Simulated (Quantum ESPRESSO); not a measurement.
# MnSe: parallel and opposed starts

A self-consistent run ends on one state, which hangs on the start. Several orders of MnSe are started in Quantum ESPRESSO and their energies compared.

Main program and level: Quantum ESPRESSO 7.5; PBEsol with U = 4 eV on Mn d (ortho-atomic projectors); plane waves with GBRV 1.5 PBEsol potentials, no spin-orbit coupling.

The database entry behind the starting cell differs from later determinations by our own check (about 0.4 % short), so it need not match the best structure at ambient conditions.

### Step 1. The starting structure

It takes space group Fm-3m (No. 225, cubic). The conventional cell has a = 5.440 Å, b = 5.440 Å, c = 5.440 Å, α = 90.00°, β = 90.00°, γ = 90.00°. Nearest to Mn lie 6 Se at 2.72 Å. Se has 6 Mn at 2.72 Å nearest. Farther neighbours and most contacts between anions are not listed.

The cell comes from the Crystallography Open Database.

### Step 2. Run 1 (ferro +)

The signs are those of the starting moments on the seeded atoms, the atoms that are given a moment.

pw.in reads:

```
&CONTROL
  calculation = 'scf'
  prefix = 'pwscf'
  outdir = './tmp'
  pseudo_dir = './pseudo'
  disk_io = 'nowf'
/
&SYSTEM
  ibrav = 0
  nat = 2
  ntyp = 2
  ecutwfc = 40
  ecutrho = 280
  nbnd = 19
  occupations = 'smearing'
  smearing = 'fd'
  degauss = 0.00367493
  nspin = 2
  starting_magnetization(1) = 0.3
  starting_magnetization(2) = 0
/
&ELECTRONS
  conv_thr = 4d-09
  electron_maxstep = 150
  mixing_beta = 0.3
/
ATOMIC_SPECIES
Mn     54.9380 mn_pbesol_v1.5.uspp.F.UPF
Se     78.9710 se_pbesol_v1.uspp.F.UPF
CELL_PARAMETERS angstrom
   0.0000000000    2.7200000000    2.7200000000
   2.7200000000    0.0000000000    2.7200000000
   2.7200000000    2.7200000000    0.0000000000
ATOMIC_POSITIONS crystal
Mn      0.0000000000    0.0000000000    0.0000000000
Se      0.5000000000    0.5000000000    0.5000000000
K_POINTS automatic
6 6 6 0 0 0
HUBBARD {ortho-atomic}
U Mn-3d 4.0000
```

Launch:

```console
OMP_NUM_THREADS=1 mpirun -n 4 pw.x -nk 4 -in pw.in > pw.out
```

What it wrote:

```text
Program PWSCF v.7.5 starts

     Message from routine setup:
     using ibrav=0 with symmetry is DISCOURAGED, use correct ibrav instead

     K-points division:     npool     =       4
     Subspace diagonalization in iterative solution of the eigenvalue problem:

     G-vector sticks info
     --------------------
     sticks:   dense  smooth     PW     G-vecs:    dense   smooth      PW
     Sum        1027     583    187                21595     9377    1639

     Using Slab Decomposition

     bravais-lattice index     =            0
     lattice parameter (alat)  =       7.2691  a.u.
     unit-cell volume          =     271.6022 (a.u.)^3
     number of atoms/cell      =            2
     number of atomic types    =            2
     number of electrons       =        21.00
     number of Kohn-Sham states=           19
     kinetic-energy cutoff     =      40.0000  Ry
     charge density cutoff     =     280.0000  Ry
     scf convergence threshold =      4.0E-09
     mixing beta               =       0.3000
     number of iterations used =            8  plain     mixing
     Exchange-correlation= SLA  PW   PSX  PSC
                           (   1   4  10   8   0   0   0)
     Hubbard projectors: ortho-atomic
     Hubbard parameters of DFT+U (Dudarev formulation) in eV:
     U(Mn-3d) =  4.0000

     Internal variables: lda_plus_u =T, lda_plus_u_kind = 0

     Internal variables: orbital_resolved =F, hub_pot_fix =F, apply_U = F

     celldm(1)=   7.269136  celldm(2)=   0.000000  celldm(3)=   0.000000
     celldm(4)=   0.000000  celldm(5)=   0.000000  celldm(6)=   0.000000

     crystal axes: (cart. coord. in units of alat)
               a(1) = (   0.000000   0.707107   0.707107 )
               a(2) = (   0.707107   0.000000   0.707107 )
               a(3) = (   0.707107   0.707107   0.000000 )

     reciprocal axes: (cart. coord. in units 2 pi/alat)
               b(1) = ( -0.707107  0.707107  0.707107 )
               b(2) = (  0.707107 -0.707107  0.707107 )
               b(3) = (  0.707107  0.707107 -0.707107 )

     PseudoPot. # 1 for Mn read from file:
     mn_pbesol_v1.5.uspp.F.UPF
     Pseudo is Ultrasoft + core correction, Zval = 15.0
     Generated by new atomic code, or converted to UPF format
     Using radial grid of  859 points,  6 beta functions with:
                l(1) =   0
                l(2) =   0
                l(3) =   1
                l(4) =   1
                l(5) =   2
                l(6) =   2
     Q(r) pseudized with  8 coefficients,  rinner =    0.950   0.950   0.950
                                                       0.950   0.950

     PseudoPot. # 2 for Se read from file:
     se_pbesol_v1.uspp.F.UPF
     Pseudo is Ultrasoft + core correction, Zval =  6.0
     Generated by new atomic code, or converted to UPF format
     Using radial grid of  877 points,  6 beta functions with:
                l(1) =   0
                l(2) =   0
                l(3) =   1
                l(4) =   1
                l(5) =   2
                l(6) =   2
     Q(r) pseudized with  8 coefficients,  rinner =    1.300   1.300   1.300
                                                       1.300   1.300

     atomic species   valence    mass     pseudopotential
     Mn               15.00    54.93800     Mn( 1.00)
     Se                6.00    78.97100     Se( 1.00)

     Starting magnetic structure
     atomic species   magnetization
     Mn              0.300
     Se              0.000

     48 Sym. Ops., with inversion, found

   Cartesian axes

     site n.     atom                  positions (alat units)
         1        Mn     tau(   1) = (   0.0000000   0.0000000   0.0000000  )
         2        Se     tau(   2) = (   0.7071068   0.7071068   0.7071068  )

     number of k points=    16  Fermi-Dirac smearing, width (Ry)=  0.0037
                       cart. coord. in units 2pi/alat
        k(    1) = (   0.0000000   0.0000000   0.0000000), wk =   0.0046296
        k(    2) = (   0.1178511   0.1178511  -0.1178511), wk =   0.0370370
        k(    3) = (   0.2357023   0.2357023  -0.2357023), wk =   0.0370370
        k(    4) = (  -0.3535534  -0.3535534   0.3535534), wk =   0.0185185
        k(    5) = (   0.2357023   0.0000000  -0.0000000), wk =   0.0277778
        [... 11 further k-points ...]

     Dense  grid:    21595 G-vectors     FFT dimensions: (  40,  40,  40)

     Smooth grid:     9377 G-vectors     FFT dimensions: (  30,  30,  30)

     Check: negative core charge=   -0.000028
     Generating pointlists ...
     new r_m :   0.2917 (alat units)  2.1203 (a.u.) for type    1
     new r_m :   0.2917 (alat units)  2.1203 (a.u.) for type    2

     Initial potential from superposition of free atoms

     starting charge      20.4999, renormalised to      21.0000

     STARTING HUBBARD OCCUPATIONS:

     =================== HUBBARD OCCUPATIONS ===================
     ------------------------ ATOM    1 ------------------------
     Tr[ns(  1)] (up, down, total) =   5.00000  0.00000  5.00000
     Atomic magnetic moment for atom   1 =   5.00000
     [... lines left out ...]
     Number of occupied Hubbard levels =    5.0000

     Atomic wfc used for Hubbard projectors are orthogonalized

     Starting wfcs are   17 randomized atomic wfcs +    2 random wfcs

     Self-consistent Calculation

     iteration #  1     ecut=    40.00 Ry     beta= 0.30
     Davidson diagonalization with overlap
     ethr =  1.00E-02,  avg # of iterations =  5.3

     =================== HUBBARD OCCUPATIONS ===================
     ------------------------ ATOM    1 ------------------------
     Tr[ns(  1)] (up, down, total) =   4.86585  0.13626  5.00211
     Atomic magnetic moment for atom   1 =   4.72959
     [... lines left out ...]
     Number of occupied Hubbard levels =    5.0021

     total energy              =    -254.27663168 Ry
     estimated scf accuracy    <       0.46501754 Ry

     total magnetization       =     5.00 Bohr mag/cell
     absolute magnetization    =     5.00 Bohr mag/cell

     iteration #  2     ecut=    40.00 Ry     beta= 0.30
     Davidson diagonalization with overlap
     ethr =  2.21E-03,  avg # of iterations =  1.7

     total energy              =    -254.35474477 Ry
     estimated scf accuracy    <       0.02217534 Ry

     total magnetization       =     5.00 Bohr mag/cell
     absolute magnetization    =     5.00 Bohr mag/cell

     iteration #  3     ecut=    40.00 Ry     beta= 0.30
     Davidson diagonalization with overlap
     ethr =  1.06E-04,  avg # of iterations =  2.9

     negative rho (up, down):  0.000E+00 4.551E-04

     total energy              =    -254.36204837 Ry
     estimated scf accuracy    <       0.00860322 Ry

     total magnetization       =     5.00 Bohr mag/cell
     absolute magnetization    =     5.00 Bohr mag/cell

     [... further iterations left out ...]

     iteration #  8     ecut=    40.00 Ry     beta= 0.30
     Davidson diagonalization with overlap
     ethr =  8.15E-08,  avg # of iterations =  2.3

     negative rho (up, down):  0.000E+00 4.979E-04

     total energy              =    -254.36282975 Ry
     estimated scf accuracy    <       0.00000157 Ry

     total magnetization       =     5.00 Bohr mag/cell
     absolute magnetization    =     5.00 Bohr mag/cell

     iteration #  9     ecut=    40.00 Ry     beta= 0.30
     Davidson diagonalization with overlap
     ethr =  7.48E-09,  avg # of iterations =  3.0

     negative rho (up, down):  0.000E+00 4.976E-04

     total energy              =    -254.36283009 Ry
     estimated scf accuracy    <       0.00000013 Ry

     total magnetization       =     5.00 Bohr mag/cell
     absolute magnetization    =     5.00 Bohr mag/cell

     iteration # 10     ecut=    40.00 Ry     beta= 0.30
     Davidson diagonalization with overlap
     ethr =  6.20E-10,  avg # of iterations =  3.2

     negative rho (up, down):  0.000E+00 4.976E-04

     total energy              =    -254.36283014 Ry
     estimated scf accuracy    <       0.00000001 Ry

     total magnetization       =     5.00 Bohr mag/cell
     absolute magnetization    =     5.00 Bohr mag/cell

     iteration # 11     ecut=    40.00 Ry     beta= 0.30
     Davidson diagonalization with overlap
     ethr =  4.84E-11,  avg # of iterations =  3.5

     negative rho (up, down):  0.000E+00 4.975E-04

     Magnetic moment per site  (integrated on atomic sphere of radius R)
     atom   1 (R=0.292)  charge= 13.2980  magn=  4.5636
     atom   2 (R=0.292)  charge=  4.4028  magn=  0.0805

     End of self-consistent calculation

     =================== HUBBARD OCCUPATIONS ===================
     ------------------------ ATOM    1 ------------------------
     Tr[ns(  1)] (up, down, total) =   4.97390  0.26303  5.23693
     Atomic magnetic moment for atom   1 =   4.71087
     [... lines left out ...]
     Number of occupied Hubbard levels =    5.2369

     [... lines left out ...]
     the Fermi energy is     9.5967 ev

!    total energy              =    -254.36283015 Ry
     estimated scf accuracy    <          5.4E-10 Ry
     smearing contrib. (-TS)   =      -0.00011101 Ry
     internal energy E=F+TS    =    -254.36271914 Ry

     The total energy is F=E-TS. E is the sum of the following terms:
     one-electron contribution =    -139.99698727 Ry
     hartree contribution      =      77.01265328 Ry
     xc contribution           =     -55.93265362 Ry
     ewald contribution        =    -135.48501958 Ry
     Hubbard energy            =       0.03928805 Ry

     total magnetization       =     5.00 Bohr mag/cell
     absolute magnetization    =     5.00 Bohr mag/cell

     convergence has been achieved in  11 iterations

=------------------------------------------------------------------------------=
   JOB DONE.
=------------------------------------------------------------------------------=
```

Wall time 4.4 s (4 MPI ranks of AMD EPYC 9R14 (Zen 4), shared host); peak memory 0.36 GiB; 16 s of CPU time.

Spin moment in the atom's sphere by atom:

| atom | spin moment in the atom's sphere (μB) |
| --- | --- |
| Mn1 | 4.56 |
| Se2 | 0.08 |

This step gave:

| Item | Value |
| --- | --- |
| smearing term TS | 0.001510 eV |
| magnetization | 5 μB |
| absolute magnetization | 5 μB |
| final state | ferromagnetic |

[end of part 1 of 2]

[Logs and program files are shortened in this print: banners, set-up blocks, solver, clock and traceback lines can be left out without a mark of their own.]

[Logs are printed without paths, hosts, clocks, repeated set-up lines and the standing remarks that a program may print on its own settings, such as how far it seeks lower states.]

[Hosts, paths, dates, database ids (printed as entryN), source tags and the programs' standing remarks are cut or masked in the printed files.]

[Where a cell is said to come from a database of computed structures, the database is the Materials Project.]
